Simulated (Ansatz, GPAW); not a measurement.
# Cutoff, mesh and smearing for a 6-layer slab of Pb(111), part 3 of 3

Aim: the settings at which the work function of a 6-layer slab of Pb(111) stops moving.

GPAW 26.7.0 and Ansatz 0.2.0; Ansatz plane waves; slab in vacuum with a dipole correction, relaxation (the session's first sound run).

So far, upper work function (eV): step 2 (relaxation, PBE) 3.77; step 3 (plane waves, PBE) 3.80; step 6 (cutoff 700: ecut = 700, PBE, GPAW) 3.80; step 9 (K mesh 15×15: kpts = [15, 15], PBE, GPAW) 3.79; step 10 (scheme Fermi-Dirac, smearing 0.3, PBE, GPAW) 3.82.

## Step 12: Without the dipole layer

Level of this step: GPAW, PAW setups; slab in vacuum (GPAW).

The dipole layer is taken out and the cell repeats along the normal.

Input file run.py:

```python
import json
import numpy as np
from ase import Atoms
from gpaw import GPAW, PW

slab = Atoms(
    ['Pb', 'Pb', 'Pb', 'Pb', 'Pb', 'Pb'],
    positions=[
        [1.75009, 1.01041, 7.00000],
        [3.50018, 2.02083, 9.85788],
        [0.00000, 0.00000, 12.71577],
        [1.75009, 1.01041, 15.67104],
        [3.50018, 2.02083, 18.66184],
        [-0.00000, 0.00000, 21.44976]],
    cell=[[3.50018, 0.0, 0.0], [1.75009, 3.03124, 0.0], [0.0, 0.0, 28.28942]],
    pbc=[True, True, True])

slab.calc = GPAW(mode=PW(400), xc='PBE', kpts={'size': (10, 10, 1), 'gamma': True},
                 occupations={'name': 'fermi-dirac', 'width': 0.1}, nbands='140%',
                 convergence={'density': 1e-05}, maxiter=200,
                 symmetry={'tolerance': 1e-3}, txt='slab.txt')
result = {}
energy = slab.get_potential_energy()
fermi = slab.calc.get_fermi_level()
v = slab.calc.get_electrostatic_potential().mean((0, 1)) - fermi
n = slab.calc.get_pseudo_density().mean((0, 1))
L = slab.cell[2, 2]
z = np.arange(len(v)) * L / len(v)
low, high = slab.positions[:, 2].min(), slab.positions[:, 2].max()
below, above = np.interp([low - 4.8, high + 4.8], z, v)
slopes = [np.interp(x, z, np.gradient(v, z)) for x in (low - 4.8, high + 4.8)]
eps = np.array([[slab.calc.get_eigenvalues(k, s) for k in range(len(slab.calc.get_ibz_k_points()))]
                for s in range(slab.calc.get_number_of_spins())]) - fermi
top, bottom = eps[eps < 0].max(), eps[eps > 0].min()
dipole = slab.get_dipole_moment()[2]
print(f'energy {energy:.4f} eV, Fermi level {fermi:.4f} eV, dipole {dipole:.5f} e A')
print(f'potential 4.8 A off the faces, from the Fermi level: lower {below:.4f} eV, upper {above:.4f} eV')
print(f'slope of the potential there: lower {slopes[0]:.5f}, upper {slopes[1]:.5f} eV/A')
print(f'nearest levels on the mesh: {top:.4f} and {bottom:.4f} eV')
print('magnetic moment', round(slab.get_magnetic_moment(), 3))
result.update(energy=energy, fermi=fermi, dipole=dipole, below=below, above=above, slopes=slopes, edges=[top, bottom],
              z=z.tolist(), v=v.tolist(), n=n.tolist(), positions=slab.positions.tolist(),
              forces=slab.get_forces(apply_constraint=False).tolist(), moments=slab.get_magnetic_moments().tolist())
json.dump(result, open('result.json', 'w'))
```

Started as:

```
OMP_NUM_THREADS=1 OPENBLAS_NUM_THREADS=1 python run.py
```

The program printed:

```text
energy -22.0047 eV, Fermi level 3.1353 eV, dipole -0.00304 e A
potential 4.8 A off the faces, from the Fermi level: lower 3.7824 eV, upper 3.7915 eV
slope of the potential there: lower -0.00360, upper -0.00066 eV/A
nearest levels on the mesh: -0.0915 and 0.0034 eV
magnetic moment 0.0
```

Run time: 2.5 min. Hardware: 1 thread of Arm Neoverse V2, shared host; peak memory 0.28 GiB.

The run finished with changed settings (dipole = false and pbc_z = true); it serves as a test.

Side by side:

| quantity | this run | sound run | difference |
| --- | --- | --- | --- |
| dipole along the normal (e·Å) | -0.0030352 | -7.960e-4 | -0.00224 |
| upper work function (eV) | 3.7915 | 3.7982 | -0.00670 |
| lower work function (eV) | 3.7824 | 3.7759 | 0.00654 |

## Step 13: Side by side

Results and costs are gathered.

This step: comparison of work functions, dipole and cost (GPAW 26.7.0).

Ladder, by row:

| step | code | work function, upper (eV) | work function, lower (eV) | dipole (e Å) | wall time (s) | peak memory (GiB) | threads |
| --- | --- | --- | --- | --- | --- | --- | --- |
| pw | GPAW | 3.798 | 3.776 | -7.96e-4 | 158.4 | 0.28 | 1 |
| ecut200 | GPAW | 3.796 | 3.785 | -0.003322 | 64.78 | 0.17 | 1 |
| ecut300 | GPAW | 3.8 | 3.779 | -8.37e-4 | 107.1 | 0.22 | 1 |
| ecut700 | GPAW | 3.798 | 3.776 | -7.93e-4 | 370.5 | 0.51 | 1 |
| k3 | GPAW | 3.787 | 3.755 | -0.001353 | 45.17 | 0.22 | 1 |
| k6 | GPAW | 3.818 | 3.808 | -8.58e-5 | 80.86 | 0.24 | 1 |
| k15 | GPAW | 3.787 | 3.771 | -4.29e-4 | 280.4 | 0.37 | 1 |
| smear | GPAW | 3.816 | 3.803 | -2.58e-4 | 158.1 | 0.28 | 1 |
| nodip | GPAW | 3.791 | 3.782 | -0.003035 | 147.3 | 0.28 | 1 |

## Step 14: A changed run

One more run, with changed settings.

This step: GPAW, PAW setups; slab in vacuum (GPAW 26.7.0).

run.py: that of step 12 with these lines changed.

```diff
@@ -15,7 +15,8 @@
     cell=[[3.50018, 0.0, 0.0], [1.75009, 3.03124, 0.0], [0.0, 0.0, 28.28942]],
-    pbc=[True, True, True])
+    pbc=[True, True, False])
 
 slab.calc = GPAW(mode=PW(400), xc='PBE', kpts={'size': (10, 10, 1), 'gamma': True},
-                 occupations={'name': 'fermi-dirac', 'width': 0.1}, nbands='140%',
-                 convergence={'density': 1e-05}, maxiter=200,
+                 occupations={'name': 'fermi-dirac', 'width': 0.1}, nbands='100%',
+                 convergence={'density': 1e-05}, maxiter=100,
+                 poissonsolver={'dipolelayer': 'xy'},
                  symmetry={'tolerance': 1e-3}, txt='slab.txt')
```

The program printed:

```text
ValueError: zero-size array to reduction operation minimum which has no identity
```

Run time: 6.7 min. Hardware: 1 thread; peak memory 0.26 GiB.

The run ended with an error.

The program's message: “ValueError: zero-size array to reduction operation minimum which has no identity”

The change that led to it: nbands = "100 % of the filled bands".

## Step 15: Summary of results

| Item | Value |
| --- | --- |
| work function, upper and lower face | 3.798 and 3.776 eV |
| dipole along the normal | -8.0e-4 e Å, near the numerical noise |

In words: With plane waves and PBE the work function is 3.80 eV on the upper face and 3.78 eV on the lower. The measured value for polycrystalline Pb, which weights the faces of low work function, is 4.25 eV (as compiled in "Anisotropic work function of elemental crystals", 2019, arxiv:1902.07811); the relaxed upper face lies 0.45 eV under it with PBE. Measured work functions scatter by a tenth of an eV or more between methods. The other smearing (Fermi-Dirac of 0.3 eV in place of Fermi-Dirac of 0.1) moves the two faces by 0.018 and 0.027 eV on the same mesh; a mesh is converged only for its smearing. Over the sound runs of the table the upper face's work function spans 3.787 (k15) to 3.816 eV (smear). The small printed dipole stands for a step of 14 meV from the lower to the upper face, and the probes find 22 meV; values this small are near the numerical noise of both. The in-plane lattice was kept as typed, which isn't the functional's own and leaves some strain; spin-orbit coupling and temperature are left out.

[Logs are printed without paths, hosts, clocks, repeated set-up lines and the standing remarks that a program may print on its own settings, such as how far it seeks lower states.]

[Hosts, paths, dates, database ids (printed as entryN), source tags and the programs' standing remarks are cut or masked in the printed files.]
